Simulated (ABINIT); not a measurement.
# InBiS3 (Pm-3m): zone-centre phonons, part 2 of 4

Which modes does InBiS3 (Pm-3m) have at the zone centre?

ABINIT 10.8.3; DFT LDA, scalar-relativistic, plane waves, HGH norm-conserving pseudopotentials.

So far. Step 5 (Relaxation): The volume changes by +0.3 % in this run and stands -19.5 % from the first cell. Step 6 (Self-consistent run for the response): The cell stands at -0.51 GPa: the relaxation ran with a smoothed and higher cutoff, and the difference is a stress of the finite basis. The relaxed cell has a = 4.813 Å (conventional setting).

The structure was built from a prototype and need not be the compound's stable phase.

## (7) Zone-centre response

At q = 0 one unit cell holds all displacements. The response is solved for single atoms along the cell's directions, and symmetry skips those that follow from others. The crystal is treated as a metal, which screens a static field, so no field response is asked.

The input, dfpt_gamma.abi:

```

# common to the responses
getwfk_filepath "gso_WFK"
kptopt 2
nqpt 1
qpt 0.0 0.0 0.0
asr 0
chneut 0

# displacements
rfphon 1
rfatpol 1 5
rfdir 1 1 1
tolvrs 1.0d-10
prtwf 0

# basis, mesh and filling
ecut 24.0
ixc 7
ngkpt 6 6 6
nshiftk 1
shiftk 0.0 0.0 0.0
istwfk *1
occopt 7
tsmear 0.01
nband 20
nstep 100
diemac 1000000.0
prtebands 0
prtgsr 0

# cell and atoms
acell 9.095244495 9.095244495 9.095244495
rprim 
    1.0 0.0 0.0
    0.0 1.0 0.0
    0.0 0.0 1.0
ntypat 3
znucl 83 49 16
natom 5
typat 1 2 3 3 3
xred 
    0.0 0.0 0.0
    0.5 0.5 0.5
    0.5 0.5 0.0
    0.5 0.0 0.5
    0.0 0.5 0.5
pp_dirpath "./pseudo"
pseudos "Bi.hgh, In.hgh, S.hgh"
```

Run with:

```sh
$ OMP_NUM_THREADS=1 mpirun -n 4 abinit dfpt_gamma.abi > dfpt_gamma.log
```

Numbers of over 12 decimals in the logs are rounded to 6 here.

dfpt_gamma.abo, the main output file:

```text
[banners, grids, parts of the stress and lines that vanish by symmetry left out]
- input  file    -> dfpt_gamma.abi
- output file    -> dfpt_gamma.abo
- root for input  files -> dfpt_gammai
- root for output files -> dfpt_gammao

 Symmetries : space group Pm -3 m (#221); Bravais cP (primitive cubic)
================================================================================
 Values of the parameters that define the memory need of the present run (RF).
     intxc =       0      iscf =       7    lmnmax =       6     lnmax =       6
     mgfft =      45  mpssoang =       3    mqgrid =    3001     natom =       5
  nloc_mem =       1    nspden =       1   nspinor =       1    nsppol =       1
      nsym =      48    n1xccc =       0    ntypat =       3    occopt =       7
   xclevel =       1
-    mband =          20        mffmem =           1         mkmem =          28
-   mkqmem =          28        mk1mem =          28           mpw =        4260
      nfft =       91125          nkpt =         112
- my_mband =          20
================================================================================
================================================================================

--------------------------------------------------------------------------------
------------- Echo of variables that govern the present computation ------------
--------------------------------------------------------------------------------
-
- outvars: echo of selected default values
-   iomode0 =  0 , fftalg0 =312 , wfoptalg0 =  0
-
- outvars: echo of global parameters not present in the input file
-  max_nthreads =    1
-
 -outvars: echo values of preprocessed input variables
 [... echo left out ...]
================================================================================

 chkinp: Checking input parameters for consistency.

[...]
== DATASET  1 ==================================================================
-   mpi_nproc: 4, omp_nthreads: 1 (-1 if OMP is not activated)

--- !DatasetInfo
iteration_state: {dtset: 1, }
dimensions: {natom: 5, nkpt: 112, mband: 20, nsppol: 1, nspinor: 1, nspden: 1, mpw: 4260, }
cutoff_energies: {ecut:  24.0, pawecutdg:  -1.0, }
electrons: {nelect:   2.60000000E+01, charge:   0.00000000E+00, occopt:   7.00000000E+00, tsmear:   1.00000000E-02, }
meta: {optdriver: 1, rfphon: 1, }
...

 mkfilename: getwfk from: gso_WFK

 Exchange-correlation functional for the present dataset will be:
  LDA: Perdew-Wang 92 LSD fit to Ceperley-Alder data - ixc=7
 Citation for XC functional:
  J.P.Perdew and Y.Wang, PRB 45, 13244 (1992)

 Real(R)+Recip(G) space primitive vectors, cartesian coordinates (Bohr,Bohr^-1):
 R(1)=  9.0952445  0.0000000  0.0000000  G(1)=  0.1099476  0.0000000  0.0000000
 R(2)=  0.0000000  9.0952445  0.0000000  G(2)=  0.0000000  0.1099476  0.0000000
 R(3)=  0.0000000  0.0000000  9.0952445  G(3)=  0.0000000  0.0000000  0.1099476
 Unit cell volume ucvol=  7.5239021E+02 bohr^3
 Angles (23,13,12)=  9.00000000E+01  9.00000000E+01  9.00000000E+01 degrees
 setup1 : take into account q-point for computing boxcut.

 getcut: wavevector=  0.0000  0.0000  0.0000  ngfft=  45  45  45
         ecut(hartree)=     24.000   => boxcut(ratio)=   2.19365

--- Pseudopotential description ------------------------------------------------
- pspini: atom type   1  psp file is ./pseudo/Bi.hgh

- pspini: atom type   2  psp file is ./pseudo/In.hgh

- pspini: atom type   3  psp file is ./pseudo/S.hgh

   1.27554171E+03                                ecore*ucvol(ha*bohr**3)
--------------------------------------------------------------------------------

 ==>  initialize data related to q vector <==

 The list of irreducible perturbations for this q vector is:
    1)    idir= 1    ipert=   1
    2)    idir= 1    ipert=   2
    3)    idir= 1    ipert=   3
    4)    idir= 3    ipert=   3

[...]
The perturbation idir=   2  ipert=   1 is
 symmetric of a previously calculated perturbation.
 So, its SCF calculation is not needed.

 The perturbation idir=   3  ipert=   1 is
 symmetric of a previously calculated perturbation.
 So, its SCF calculation is not needed.

 The perturbation idir=   2  ipert=   2 is
 symmetric of a previously calculated perturbation.
 So, its SCF calculation is not needed.

 The perturbation idir=   3  ipert=   2 is
 symmetric of a previously calculated perturbation.
 So, its SCF calculation is not needed.

[...]
The perturbation idir=   2  ipert=   5 is
 symmetric of a previously calculated perturbation.
 So, its SCF calculation is not needed.

 The perturbation idir=   3  ipert=   5 is
 symmetric of a previously calculated perturbation.
 So, its SCF calculation is not needed.

--------------------------------------------------------------------------------
 Perturbation wavevector (in red.coord.)   0.000000  0.000000  0.000000
 Perturbation : displacement of atom   1   along direction   1
 Found     8 symmetries that leave the perturbation invariant.

[...]
dfpt_looppert : total number of electrons, from k and k+q
  fully or partially occupied states are    2.600000E+01 and    2.600000E+01.
 Initialisation of the first-order wave-functions :
  ireadwf=   0

--- !BeginCycle
iteration_state: {dtset: 1, }
solver: {iscf: 7, nstep: 100, nline: 4, wfoptalg: 0, }
tolerances: {tolvrs: 1.00E-10, }
...

     iter   2DEtotal(Ha)        deltaE(Ha) residm    vres2
-ETOT  1   53.345268498061     -9.356E+01 4.782E-01 2.422E+05
 ETOT  2  -2.806407     -5.615E+01 7.993E-02 2.418E+03
 ETOT  3  -3.731680     -9.253E-01 6.438E-03 9.852E+02
 ETOT  4  -3.985493     -2.538E-01 1.309E-03 4.252E+00
 ETOT  5  -3.986571     -1.079E-03 2.512E-04 1.718E-03
[...]
At SCF step   12       vres2   =  5.81E-12 < tolvrs=  1.00E-10 =>converged.
[...]
Mean square residual over all n,k,spin=   24.498E-12; max=  10.747E-09

 Thirteen components of 2nd-order total energy (hartree) are
 1,2,3: 0th-order hamiltonian combined with 1st-order wavefunctions
     kin0=   1.23079199E+02 eigvalue=   4.53448250E+00  local=  -2.59227497E+01
 4,5,6: 1st-order hamiltonian combined with 1st and 0th-order wfs
 loc psp =  -1.76551149E+02  Hartree=   3.06252101E+01     xc=  -1.44255368E+01
 note that "loc psp" includes a xc core correction that could be resolved
 7,8,9: eventually, occupation + non-local contributions
    edocc=   1.47007271E+01     enl0=   1.83053079E+01   enl1=  -1.25242131E+02
 1-9 gives the relaxation energy (to be shifted if some occ is /=2.0)
   erelax=  -1.50896640E+02
 10,11,12 Non-relaxation  contributions : frozen-wavefunctions and Ewald
 fr.local=   3.75009549E+01 fr.nonlo=   6.10516468E+01  Ewald=   4.83574655E+01
 13,14 Frozen wf xc core corrections (1) and (2)
 frxc 1  =   0.00000000E+00  frxc 2 =   0.00000000E+00
 Resulting in :
 2DEtotal=   -0.3986573060E+01 Ha. Also 2DEtotal=   -0.108480179331E+03 eV
    (2DErelax=   -1.5089664030E+02 Ha. 2DEnonrelax=    1.4691006724E+02 Ha)
    (  non-var. 2DEtotal :   -3.9865730189E+00 Ha)

[...]
Perturbation wavevector (in red.coord.)   0.000000  0.000000  0.000000
 Perturbation : displacement of atom   2   along direction   1
 Found     8 symmetries that leave the perturbation invariant.

[...]
dfpt_looppert : total number of electrons, from k and k+q
  fully or partially occupied states are    2.600000E+01 and    2.600000E+01.
 Initialisation of the first-order wave-functions :
  ireadwf=   0

--- !BeginCycle
iteration_state: {dtset: 1, }
solver: {iscf: 7, nstep: 100, nline: 4, wfoptalg: 0, }
tolerances: {tolvrs: 1.00E-10, }
...

     iter   2DEtotal(Ha)        deltaE(Ha) residm    vres2
-ETOT  1   39.702260985817     -1.298E+01 2.632E-01 1.210E+05
[...]
At SCF step   12       vres2   =  1.10E-11 < tolvrs=  1.00E-10 =>converged.
[...]
Mean square residual over all n,k,spin=   54.417E-13; max=  26.122E-10

 Thirteen components of 2nd-order total energy (hartree) are
 1,2,3: 0th-order hamiltonian combined with 1st-order wavefunctions
     kin0=   4.04562282E+01 eigvalue=   8.52432262E-01  local=  -1.23666599E+01
 4,5,6: 1st-order hamiltonian combined with 1st and 0th-order wfs
 loc psp =  -4.07619923E+01  Hartree=   1.05693951E+01     xc=  -3.64220779E+00
 note that "loc psp" includes a xc core correction that could be resolved
 7,8,9: eventually, occupation + non-local contributions
    edocc=   3.63111765E+00     enl0=   6.32743441E+00   enl1=  -5.08934873E+01
 1-9 gives the relaxation energy (to be shifted if some occ is /=2.0)
   erelax=  -4.58277396E+01
 10,11,12 Non-relaxation  contributions : frozen-wavefunctions and Ewald
 fr.local=  -1.14511578E+01 fr.nonlo=   3.23552522E+01  Ewald=   3.17777630E+01
 13,14 Frozen wf xc core corrections (1) and (2)
 frxc 1  =   0.00000000E+00  frxc 2 =   0.00000000E+00
 Resulting in :
 2DEtotal=    0.6854117741E+01 Ha. Also 2DEtotal=    0.186510045219E+03 eV
    (2DErelax=   -4.5827739631E+01 Ha. 2DEnonrelax=    5.2681857372E+01 Ha)
    (  non-var. 2DEtotal :    6.8541175862E+00 Ha)

[...]
Perturbation wavevector (in red.coord.)   0.000000  0.000000  0.000000
 Perturbation : displacement of atom   3   along direction   1
 Found     4 symmetries that leave the perturbation invariant.

[...]
dfpt_looppert : total number of electrons, from k and k+q
  fully or partially occupied states are    2.600000E+01 and    2.600000E+01.
 Initialisation of the first-order wave-functions :
  ireadwf=   0

--- !BeginCycle
iteration_state: {dtset: 1, }
solver: {iscf: 7, nstep: 100, nline: 4, wfoptalg: 0, }
tolerances: {tolvrs: 1.00E-10, }
...

     iter   2DEtotal(Ha)        deltaE(Ha) residm    vres2
-ETOT  1   395.89265122129     -1.478E+02 3.000E+00 1.284E+06
[...]
At SCF step   13       vres2   =  8.97E-12 < tolvrs=  1.00E-10 =>converged.
[...]
Mean square residual over all n,k,spin=   87.328E-12; max=  72.697E-09

 Thirteen components of 2nd-order total energy (hartree) are
 1,2,3: 0th-order hamiltonian combined with 1st-order wavefunctions
     kin0=   6.07578668E+02 eigvalue=  -3.93933728E+00  local=  -5.95309400E+02
 4,5,6: 1st-order hamiltonian combined with 1st and 0th-order wfs
 loc psp =  -7.79367350E+01  Hartree=   1.68415258E+02     xc=  -5.20893447E+01
 note that "loc psp" includes a xc core correction that could be resolved
 7,8,9: eventually, occupation + non-local contributions
    edocc=   2.10546759E+01     enl0=   4.00574315E+02   enl1=  -1.01463293E+03
 1-9 gives the relaxation energy (to be shifted if some occ is /=2.0)
   erelax=  -5.46284834E+02
 10,11,12 Non-relaxation  contributions : frozen-wavefunctions and Ewald
 fr.local=   1.26528824E+01 fr.nonlo=   5.08366845E+02  Ewald=   2.26396622E+01
 13,14 Frozen wf xc core corrections (1) and (2)
 frxc 1  =   0.00000000E+00  frxc 2 =   0.00000000E+00
 Resulting in :
 2DEtotal=   -0.2625444168E+01 Ha. Also 2DEtotal=   -0.714419753240E+02 eV
    (2DErelax=   -5.4628483392E+02 Ha. 2DEnonrelax=    5.4365938976E+02 Ha)
    (  non-var. 2DEtotal :   -2.6254442567E+00 Ha)

[...]
Perturbation wavevector (in red.coord.)   0.000000  0.000000  0.000000
 Perturbation : displacement of atom   3   along direction   3
 Found     8 symmetries that leave the perturbation invariant.

--------------------------------------------------------------------------------

--------------------------------------------------------------------------------

 dfpt_looppert : total number of electrons, from k and k+q
  fully or partially occupied states are    2.600000E+01 and    2.600000E+01.
 Initialisation of the first-order wave-functions :
  ireadwf=   0

--- !BeginCycle
iteration_state: {dtset: 1, }
solver: {iscf: 7, nstep: 100, nline: 4, wfoptalg: 0, }
tolerances: {tolvrs: 1.00E-10, }
...

     iter   2DEtotal(Ha)        deltaE(Ha) residm    vres2
-ETOT  1   458.55001835876     -1.190E+02 3.170E+00 1.454E+06
[...]
ETOT 11   12.711541530751     -4.023E-10 8.976E-07 4.033E-09
 ETOT 12   12.711541530744     -7.617E-12 2.926E-07 6.076E-11

 At SCF step   12       vres2   =  6.08E-11 < tolvrs=  1.00E-10 =>converged.
[...]
Mean square residual over all n,k,spin=   58.497E-11; max=  29.263E-08

 Thirteen components of 2nd-order total energy (hartree) are
 1,2,3: 0th-order hamiltonian combined with 1st-order wavefunctions
     kin0=   6.04581405E+02 eigvalue=   1.82553626E+00  local=  -5.72216284E+02
 4,5,6: 1st-order hamiltonian combined with 1st and 0th-order wfs
 loc psp =  -6.45944452E+01  Hartree=   1.77365515E+02     xc=  -5.17589016E+01
 note that "loc psp" includes a xc core correction that could be resolved
 7,8,9: eventually, occupation + non-local contributions
    edocc=   3.46367953E+01     enl0=   3.70426708E+02   enl1=  -1.06512710E+03
 1-9 gives the relaxation energy (to be shifted if some occ is /=2.0)
   erelax=  -5.64860773E+02
 10,11,12 Non-relaxation  contributions : frozen-wavefunctions and Ewald
 fr.local=  -8.66883108E+01 fr.nonlo=   5.43742925E+02  Ewald=   1.20517700E+02
 13,14 Frozen wf xc core corrections (1) and (2)
 frxc 1  =   0.00000000E+00  frxc 2 =   0.00000000E+00
 Resulting in :
 2DEtotal=    0.1271154153E+02 Ha. Also 2DEtotal=    0.345898666375E+03 eV
    (2DErelax=   -5.6486077252E+02 Ha. 2DEnonrelax=    5.7757231405E+02 Ha)
    (  non-var. 2DEtotal :    1.2711540272E+01 Ha)

[...]
---- first-order wavefunction calculations are completed ----

 ==> Compute Derivative Database <==

 [... matrices left out ...]
  Phonon wavevector (reduced coordinates) :  0.00000  0.00000  0.00000
 Phonon energies in Hartree :
  -8.059403E-04 -8.059403E-04 -8.059403E-04 -8.012708E-04 -8.012708E-04
  -8.012708E-04  7.820095E-06  7.820095E-06  7.820096E-06  1.042976E-04
   1.042976E-04  1.042976E-04  1.758668E-03  1.758668E-03  1.758668E-03
 Phonon frequencies in cm-1    :
- -1.768834E+02 -1.768834E+02 -1.768834E+02 -1.758586E+02 -1.758586E+02
- -1.758586E+02  1.716312E+00  1.716313E+00  1.716313E+00  2.289067E+01
-  2.289067E+01  2.289067E+01  3.859830E+02  3.859830E+02  3.859830E+02

== END DATASET(S) ==============================================================
================================================================================

 -outvars: echo values of variables after computation
            acell      9.0952444950E+00  9.0952444950E+00  9.0952444950E+00 Bohr
           etotal      1.2711541531E+01
            fcart      0.0000000000E+00  0.0000000000E+00  0.0000000000E+00
           strten      0.0000000000E+00  0.0000000000E+00  0.0000000000E+00
================================================================================
```

Elapsed: 3.3 min, on 4 MPI ranks of Arm Neoverse V1, shared host; 13 min of CPU time.

Numbers from this step:

- largest acoustic frequency at the zone centre before the sum rule: 1.72 cm⁻¹
- highest optical zone-centre mode (no LO-TO term): 386.0 cm⁻¹
- lowest optical zone-centre mode: -176.9 cm⁻¹

The acoustic modes at Γ come out as far as 1.7 cm⁻¹ from zero, where they should vanish, a small numerical error. The lowest optical mode is imaginary, 177i cm⁻¹, an instability at this level and on this k mesh.

(Continued in part 3 of 4.)

[Host names and launcher messages were left out of these logs when they were recorded.]

[Logs are printed without paths, hosts, clocks, repeated set-up lines and the standing remarks that a program may print on its own settings, such as how far it seeks lower states.]

[Hosts, paths, dates, database ids (printed as entryN), source tags and the programs' standing remarks are cut or masked in the printed files.]
